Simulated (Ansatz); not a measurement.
# 1T-FeBrI monolayer in a perpendicular field

What dipole does a perpendicular field induce in the 1T-FeBrI monolayer? A positive field points along +c.

Program: Ansatz 0.2.0. Level of theory: plane-wave DFT, PBE-D3(BJ), Ansatz PAW. Results are calculated unless marked as measured.

Most raw output is cut from this account.

## Step 1: Starting point

The cell holds 3 atoms: 1 I, 1 Fe and 1 Br. Cell: a = 3.576 Å, b = 3.576 Å, c = 37.047 Å, α = 90.0°, β = 90.0°, γ = 120.0°. Vacuum lies along c.

## Step 2: Relaxation

The starting cell is a guess, so the in-plane lattice and the atoms are relaxed first, with the slab cut off from its images along the normal.

File input.yaml:

```yaml
crystal:
  lattice:
    - [3.575914, 0.0, 0.0]
    - [-1.787957, 3.0968323657, 0.0]
    - [0.0, 0.0, 37.0467907673]
  atoms:
    - { symbol: I, position: [0.6666666667, 0.3333333333, 0.4588791538] }
    - { symbol: Fe, position: [0.0, 0.0, 0.5043243863], spin: 4.0 }
    - { symbol: Br, position: [0.3333333333, 0.6666666667, 0.5411208462] }
  periodic: [true, true, false]
magnetization:
  spin_polarized: true
kpoints:
  mp_grid: { grid: [12, 12, 1] }
hamiltonian:
  xc: pbe
  dispersion: d3bj
scf:
  occupations: { method: fermi_dirac, width: 0.05 }
  convergence: { dr2_threshold: 1.0e-09 }
relax:
  f_tol: 0.004
  max_steps: 90
  cell: {}
output:
  write_potential: true
  write_density: true
  volumetric_format: npy
```

Command:

```bash
$ ansatz run input.yaml --threads 2 --pin off --max-ram 3072MiB --backend cpu --events-out ev --progress --plain --runs-dir out
```

Wall time 5.6 min (2 threads of Arm Neoverse V2, shared host); peak memory 0.9 GiB.

The steps of the relaxation:

| step | energy less that of the first step (eV) | largest force component (eV/Å) | volume (Å³) |
| --- | --- | --- | --- |
| 1 | 0.0000 | 1.2540 | 410.26 |
| 2 | -0.3587 | 0.4960 | 435.75 |
| 3 | -0.3962 | 0.7170 | 474.89 |
| 4 | -0.4509 | 0.1617 | 480.72 |
| 5 | -0.4612 | 0.0342 | 472.07 |
| 6 | -0.4619 | 0.0258 | 468.67 |
| 7 | -0.4619 | 0.0306 | 468.92 |
| 8 | -0.4619 | 0.0034 | 469.08 |
| 9* | -0.4653 | 0.0038 | 469.08 |
| 10 | -0.4654 | 0.0009 | 470.05 |
| 11* | -0.4654 | 0.0009 | 470.05 |

Relaxation steps marked * repeat the geometry before them on a plane-wave basis chosen anew for their cell, so energy and pressure can jump there. Relaxation step 7 was tried and not accepted.

Forces are held to the 6 operations that the run works with; a distortion that breaks them can't arise in this run.

| cell as run | before | after | change |
| --- | --- | --- | --- |
| a (Å) | 3.576 | 3.828 | +7.0 % |
| b (Å) | 3.576 | 3.828 | +7.0 % |

The atoms that moved most (Å, along periodic axes as changes of fractional coordinates times the final cell, across vacuum about the mean position):

| atom | dx | dy | dz | length |
| --- | --- | --- | --- | --- |
| Br3 | 0.000 | 0.000 | 0.050 | 0.050 |
| I1 | 0.000 | 0.000 | -0.027 | 0.027 |
| Fe2 | 0.000 | 0.000 | -0.023 | 0.023 |

The relaxed structure:

```xyz
3
Lattice="3.8276 0.0000 0.0000 -1.9138 3.3148 0.0000 0.0000 0.0000 37.0468" Properties=species:S:1:pos:R:3
I     1.9138    1.1049   16.9731
Fe    0.0000    0.0000   18.6607
Br    0.0000    2.2099   20.0967
```

This step gave:

```
energy at zero smearing : -14778.0358 eV
total moment            : 4.000 μB
site moments            : 0.1795, 3.427, 0.1444 μB
```

Site moment by atom:

| atom | site moment (μB) |
| --- | --- |
| I1 | 0.18 |
| Fe2 | 3.43 |
| Br3 | 0.14 |

The lattice constant a goes from 3.576 to 3.828 Å.

## Step 3: Single point, field 0

A sawtooth potential applies the field, turning back in the middle of the vacuum. With the dipole correction the typed value is the field outside the slab. The induced dipole is small, so the SCF threshold is tight.

The cell differs from the one that the last finished run ended in (c 37.047 → 21.124 Å).

File input.yaml:

```yaml
crystal:
  lattice:
    - [3.8276275724, 0.0, 0.0]
    - [-1.9138137862, 3.3148227139, 0.0]
    - [0.0, 0.0, 21.1235867033]
  atoms:
    - { symbol: I, position: [0.6666666667, 0.3333333333, 0.4260640073], spin: 0.18 }
    - { symbol: Fe, position: [0.0, 0.0, 0.5059557871], spin: 3.43 }
    - { symbol: Br, position: [0.3333333333, 0.6666666667, 0.5739359927], spin: 0.14 }
magnetization:
  spin_polarized: true
kpoints:
  mp_grid: { grid: [18, 18, 1] }
  band_path:
    path: [[0, 0, 0], [0.5, 0, 0], [0.33333333, 0.33333333, 0], [0, 0, 0]]
    npoints: 16
hamiltonian:
  xc: pbe
  dispersion: d3bj
scf:
  occupations: { method: fermi_dirac, width: 0.02585 }
  convergence: { dr2_threshold: 1.0e-10 }
efield:
  axis: 3
  dipole_correction: true
  ramp_position: 0.97
  ramp_width: 0.06
  amplitude: 0
output:
  dos: { projected: true, e_range: [-6, 5] }
  write_potential: true
  write_density: true
  volumetric_format: npy
  elf: true
```

It took 50 s on 2 threads; peak memory 0.89 GiB; 98 s of CPU time.

This step gave:

```yaml
energy_at_zero_smearing: -14778.0376 eV
site_moments: 0.1800, 3.428, 0.1446 μB
work_function_upper_face: 5.184 eV
work_function_lower_face: 4.787 eV
dipole_along_the_normal: -0.02789 e·Å
step_between_the_vacuum_levels: 0.3977 eV
```

Running mean over a fixed 2.8 Å (it still follows the layers) of the planar mean; the ramp of the sawtooth is left out. The electron's electrostatic potential energy less the Fermi level by z:

| z (Å) | electron's electrostatic potential energy less the Fermi level (eV) |
| --- | --- |
| 2.93 | 4.79 |
| 3.37 | 4.79 |
| 3.81 | 4.79 |
| 4.11 | 4.79 |
| 4.55 | 4.79 |
| 4.99 | 4.78 |
| 5.43 | 4.77 |
| 5.87 | 4.74 |
| 6.16 | 4.68 |
| 6.60 | 4.40 |
| 7.04 | 3.54 |
| 7.48 | 2.37 |
| 7.92 | 1.21 |
| 8.36 | -0.0895 |
| 8.65 | -0.912 |
| 9.09 | -2.38 |
| 9.53 | -3.84 |
| 9.98 | -4.38 |
| 10.42 | -4.91 |
| 10.71 | -5.57 |
| 11.15 | -6.25 |
| 11.59 | -5.88 |
| 12.03 | -4.31 |
| 12.47 | -2.46 |
| 12.76 | -1.43 |
| 13.20 | 0.313 |
| 13.64 | 2.55 |
| 14.08 | 4.34 |
| 14.52 | 4.98 |
| 14.96 | 5.13 |
| 15.26 | 5.16 |
| 15.70 | 5.18 |
| 16.14 | 5.18 |
| 16.58 | 5.18 |
| 17.02 | 5.18 |
| 17.31 | 5.18 |
| 17.75 | 5.18 |
| 18.19 | 5.18 |

The density of states has structure finer than the step of the table below, so its rows give means over 0.25 eV, whole bins alone (the curve runs from -6 to 1.99 eV). Peaks (eV: height): total -4.900: 7.61, -4.350: 11.4, -4.260: 9.02, -3.050: 11.6, -2.750: 7.78, 0.200: 13.6, 0.530: 17.2; up -4.900: 6.34, -4.350: 10.6, -4.260: 8.23, -4.130: 5.33, -3.050: 7.82, -2.470: 5.62, -1.010: 6.27; down -4.730: 4.92, -2.750: 5.01, -0.240: 4.49, 0.200: 13.6, 0.530: 17.2, 1.140: 4.88, 1.440: 7.35.

The density of states by energy, zero at the Fermi level; means over each step; values in states/eV a cell:

| energy (eV) | total | up | down |
| --- | --- | --- | --- |
| -5.75 | 0.705 | 0.705 | 0 |
| -5.50 | 1.65 | 1.30 | 0.351 |
| -5.25 | 2.52 | 1.64 | 0.876 |
| -5.00 | 3.62 | 2.17 | 1.45 |
| -4.75 | 3.94 | 1.92 | 2.02 |
| -4.50 | 3.30 | 1.72 | 1.58 |
| -4.25 | 6.15 | 5.34 | 0.813 |
| -4.00 | 2.24 | 1.54 | 0.700 |
| -3.75 | 1.99 | 1.09 | 0.895 |
| -3.50 | 4.27 | 2.00 | 2.27 |
| -3.25 | 6.20 | 3.07 | 3.13 |
| -3.00 | 6.13 | 4.12 | 2.01 |
| -2.75 | 5.27 | 2.97 | 2.30 |
| -2.50 | 5.00 | 2.97 | 2.03 |
| -2.25 | 3.74 | 1.73 | 2.01 |
| -2.00 | 1.71 | 1.05 | 0.667 |
| -1.75 | 0.852 | 0.414 | 0.438 |
| -1.50 | 1.35 | 1.03 | 0.317 |
| -1.25 | 2.28 | 2.09 | 0.184 |
| -1.00 | 2.52 | 2.52 | 0 |
| -0.75 | 1.58 | 1.58 | 0 |
| -0.50 | 0.707 | 0.626 | 0.0810 |
| -0.25 | 2.91 | 0.0689 | 2.84 |
| 0.00 | 2.45 | 0 | 2.45 |
| 0.25 | 2.72 | 0 | 2.72 |
| 0.50 | 4.31 | 0 | 4.31 |
| 0.75 | 0 | 0 | 0 |
| 1.00 | 1.68 | 0 | 1.68 |
| 1.25 | 3.38 | 0 | 3.38 |
| 1.50 | 3.06 | 0 | 3.06 |
| 1.75 | 0 | 0 | 0 |

Projected DOS per atom over height of the atomic layer and energy from the Fermi level. Layers: I Fe Br from below.

Ten even steps from '0' (0.00 states/eV) to '9' (3.18 states/eV), each cell a mean:
```
000
160
050
000
090
090
040
210
321
211
101
422
663
493
477
223
122
375
425
213
112
000
```
Columns: height of the atomic layer (Å) from 9 to 12.1 (not evenly spaced); rows upwards: energy from the Fermi level (eV) from -5.96 to 1.96.

Projected DOS per atom, spin up over height of the atomic layer and energy from the Fermi level. Layers: I Fe Br from below.

Ten even steps from '0' (0.00 states/eV) to '9' (2.83 states/eV), each cell a mean:
```
000
000
000
000
000
000
000
210
322
111
001
122
252
191
271
120
121
184
223
112
111
000
```
Columns: height of the atomic layer (Å) from 9 to 12.1 (not evenly spaced); rows upwards: energy from the Fermi level (eV) from -5.96 to 1.96.

Projected DOS per atom, spin down over height of the atomic layer and energy from the Fermi level. Layers: I Fe Br from below.

Ten even steps from '0' (0.00 states/eV) to '9' (3.04 states/eV), each cell a mean:
```
000
171
060
010
090
090
040
000
000
000
100
301
411
212
216
102
001
101
203
101
000
000
```
Columns: height of the atomic layer (Å) from 9 to 12.1 (not evenly spaced); rows upwards: energy from the Fermi level (eV) from -5.96 to 1.96.

Deep bands are left out, so band numbers here count from the lowest band kept and differ from the log's. Electronic bands along the path, in eV, zero at the Fermi level; # counts the bands kept:

| point | up #8 | up #9 | up #10 | up #11 | down #7 | down #8 | down #9 | down #10 |
| --- | --- | --- | --- | --- | --- | --- | --- | --- |
| Γ | -1.74 | -1.74 | -0.32 | -0.32 | -0.30 | -0.30 | 0.29 | 1.58 |
| halfway | -2.37 | -2.09 | -1.47 | -0.61 | -0.30 | 0.11 | 0.53 | 1.10 |
| M | -2.87 | -2.76 | -1.02 | -0.71 | -0.40 | 0.21 | 0.50 | 1.37 |
| halfway | -2.74 | -2.50 | -1.27 | -1.00 | -0.08 | 0.22 | 0.45 | 1.10 |
| K | -2.58 | -2.51 | -1.53 | -1.06 | 0.13 | 0.21 | 0.36 | 1.07 |
| halfway | -2.56 | -2.12 | -1.29 | -1.02 | -0.09 | 0.06 | 0.54 | 1.09 |
| Γ | -1.74 | -1.74 | -0.32 | -0.32 | -0.30 | -0.30 | 0.29 | 1.58 |

Spin density in the ca plane at fractional y = 0.000, with atoms of Fe within 0.2 Å of it.

Values in e/Å³, 6 rows by 16 columns, each cell a mean:
```
0.0 0.0 0.0 0.0 0.0 0.0 0.0 0.0 1.1 1.3 0.0 0.0 0.0 0.0 0.0 0.0
0.0 0.0 0.0 0.0 0.0 0.0 0.0 0.0 0.1 0.1 0.0 0.0 0.0 0.0 0.0 0.0
0.0 0.0 0.0 0.0 0.0 0.0 0.0 0.0 0.0 0.0 0.0 0.0 0.0 0.0 0.0 0.0
0.0 0.0 0.0 0.0 0.0 0.0 0.0 0.0 0.0 0.0 0.0 0.0 0.0 0.0 0.0 0.0
0.0 0.0 0.0 0.0 0.0 0.0 0.0 0.0 0.2 0.2 0.0 0.0 0.0 0.0 0.0 0.0
0.0 0.0 0.0 0.0 0.0 0.0 0.0 0.0 1.9 2.2 0.0 0.0 0.0 0.0 0.0 0.0
```
Columns run along c (16.0 Å, from fractional 0.09 to 0.84 of the cell), rows up along a (3.8 Å). Atoms in or near the plane, at fractional coordinates: Fe at (0.51, 0.00).

Electrostatic potential energy in the ca plane at fractional y = 0.000, with atoms of Fe within 0.2 Å of it. With pseudopotentials it is smooth inside the atoms' cores, unlike the true potential.

Values in eV, 6 rows by 16 columns, each cell a mean:
```
  4   4   4   4   4   4   3   0 -21 -22   0   3   4   4   4   4
  4   4   4   4   4   3   2  -1  -5  -5   1   3   4   4   4   4
  4   4   4   4   4   3  -1  -7   0   1  -2   2   4   4   4   4
  4   4   4   4   4   3   0  -5   0   0  -1   2   4   4   4   4
  4   4   4   4   4   3   2   0 -10 -11   1   3   4   4   4   4
  4   4   4   4   4   4   3   0 -23 -24   0   3   4   4   4   4
```
Columns run along c (16.0 Å, from fractional 0.09 to 0.84 of the cell; values clipped at the 3rd and 97th percentile), rows up along a (3.8 Å). Atoms in or near the plane, at fractional coordinates: Fe at (0.51, 0.00).

ELF in the ca plane at fractional y = 0.000, with atoms of Fe within 0.2 Å of it. It is the smooth field of the valence electrons, not physical close to the nuclei.

Ten even steps from '0' (0.00) to '9' (0.84), each cell a mean:
```
00000000000000011137862100000000000000000000
00000000000011233223431121100000000000000000
00000000000245676521112455421000000000000000
00000000002468888742125788752100000000000000
00000000013578887752137899864100000000000000
00000000012578888752136898863100000000000000
00000000001357887631114677642000000000000000
00000000000123455312211333210000000000000000
00000000000000112125652111000000000000000000
00000000000000001138973100000000000000000000
```
Columns run along c (16.0 Å, from fractional 0.16 to 0.92 of the cell), rows up along a (3.8 Å). Atoms in or near the plane, at fractional coordinates: Fe at (0.51, 0.00).

The work function of the upper face is 5.18 eV.

## Step 4: Single point, field 0.1 V/Å

input.yaml, as its differences from that of step 3:

```diff
@@ -27,5 +27,4 @@
   ramp_width: 0.06
-  amplitude: 0
+  amplitude: 0.1
 output:
-  dos: { projected: true, e_range: [-6, 5] }
   write_potential: true
@@ -33,2 +32 @@
   volumetric_format: npy
-  elf: true
```

It took 49 s on 2 threads; peak memory 0.89 GiB.

The dipole is 0.00768 e·Å, 0.0356 e·Å from its value without field.

## Step 5: Atoms held, field -0.1 V/Å

input.yaml, as its differences from that of step 4:

```diff
@@ -27,3 +27,3 @@
   ramp_width: 0.06
-  amplitude: 0.1
+  amplitude: -0.1
 output:
```

The job ended after 48 s (2 threads; peak memory 0.89 GiB; 95 s of CPU time).

The dipole is -0.0634 e·Å, -0.0356 e·Å from its value without field.

## Step 6: Response, atoms held

This step: plane-wave DFT, PBE-D3(BJ), Ansatz PAW; response to a field along the normal, atoms held (Ansatz 0.2.0).

The dipoles give the slope, and the difference of two potentials shows where the field is screened.

This step gave:

* equivalent conductor thickness p/(ε₀AE): 5.072 Å
* distance between the outer atoms: 3.124 Å

The dipole of the cell by applied field:

| applied field (V/Å) | dipole of the cell (e·Å) |
| --- | --- |
| -0.1000 | -0.0634 |
| 0.0000 | -0.0279 |
| 0.1000 | 0.00768 |

The total moment stays at 4 μB for applied field from -0.1 to 0.1 V/Å.

Local field over the applied field, running mean. From the potentials at -0.1 and 0.1 V/Å; running mean over 2.5 Å. The local field over applied field by z:

| z (Å) | local field over applied field |
| --- | --- |
| 4.5 | 0.998 |
| 5.0 | 0.995 |
| 5.5 | 0.984 |
| 6.0 | 0.955 |
| 6.5 | 0.887 |
| 7.0 | 0.762 |
| 7.5 | 0.599 |
| 8.0 | 0.420 |
| 8.5 | 0.253 |
| 9.0 | 0.138 |
| 9.5 | 0.0983 |
| 10.0 | 0.0958 |
| 10.5 | 0.102 |
| 11.0 | 0.119 |
| 11.5 | 0.145 |
| 12.0 | 0.200 |
| 12.5 | 0.315 |
| 13.0 | 0.476 |
| 13.5 | 0.647 |
| 14.0 | 0.802 |
| 14.5 | 0.913 |
| 15.0 | 0.968 |
| 15.5 | 0.989 |
| 16.0 | 0.997 |
| 16.5 | 0.999 |
| 17.0 | 1.000 |

Electrons, planar mean, per unit field. Table of induced electron density by z:

| z (Å) | induced electron density (e/Å³ per V/Å) |
| --- | --- |
| 4.11 | 2.7e-6 |
| 4.40 | 5.5e-6 |
| 4.84 | 1.6e-5 |
| 5.13 | 3.1e-5 |
| 5.57 | 8.5e-5 |
| 5.87 | 1.6e-4 |
| 6.16 | 3.0e-4 |
| 6.60 | 7.1e-4 |
| 6.89 | 0.00121 |
| 7.19 | 0.00195 |
| 7.63 | 0.00324 |
| 7.92 | 0.00347 |
| 8.36 | 0.00176 |
| 8.65 | 0.00123 |
| 8.95 | 0.00106 |
| 9.39 | 7.2e-5 |
| 9.68 | -3.8e-4 |
| 9.98 | -0.00129 |
| 10.42 | -8.6e-4 |
| 10.71 | 4.0e-4 |
| 11.15 | 9.5e-4 |
| 11.44 | 5.9e-4 |
| 11.74 | -2.8e-4 |
| 12.18 | -1.0e-3 |
| 12.47 | -0.00150 |
| 12.76 | -0.00272 |
| 13.20 | -0.00342 |
| 13.50 | -0.00262 |
| 13.94 | -0.00130 |
| 14.23 | -7.4e-4 |
| 14.52 | -4.1e-4 |
| 14.96 | -1.6e-4 |
| 15.26 | -7.9e-5 |
| 15.55 | -4.0e-5 |
| 15.99 | -1.4e-5 |
| 16.28 | -6.6e-6 |
| 16.72 | -2.2e-6 |
| 17.02 | -1.0e-6 |

By hand: between -0.1 and 0.1 V/Å the dipole changes by 0.07113 e·Å, a slope of 0.3556 e·Å²/V. A perfect conductor of thickness t has p = ε₀AEt, so t = 180.95 × 0.3556 / 12.688 = 5.07 Å (e/ε₀ = 180.95 V·Å, A in Å²).

The induced dipole is that of a conductor 5.07 Å thick.

## Step 7: Outcome

```yaml
gap_without_field: none
work_function_upper_face: 5.18 eV
step_between_the_vacuum_levels: 0.398 eV
equivalent_conductor_thickness_atoms_held: 5.07 Å
```

What this shows: The induced dipole equals that of a perfect conductor 5.07 Å thick, while the outer atoms lie 3.12 Å apart. The two faces differ: the vacuum level above lies 0.40 eV higher than the one below. There is no gap over 0.03 eV, with or without the field. For an open d or f shell that can be the fault of a semilocal functional without a Hubbard term. The magnetic order is the one reached from the typed start; other orders were not compared. Spin-orbit coupling is left out, which matters for the bands of elements this heavy.

[Logs are printed without paths, hosts, clocks, repeated set-up lines and the standing remarks that a program may print on its own settings, such as how far it seeks lower states.]

[Hosts, paths, dates, database ids (printed as entryN), source tags and the programs' standing remarks are cut or masked in the printed files.]

[Maps of the electrostatic potential energy from Ansatz leave out the sawtooth potential of an applied field or a dipole correction, so their vacuum need not be flat; planar profiles and work functions include it.]
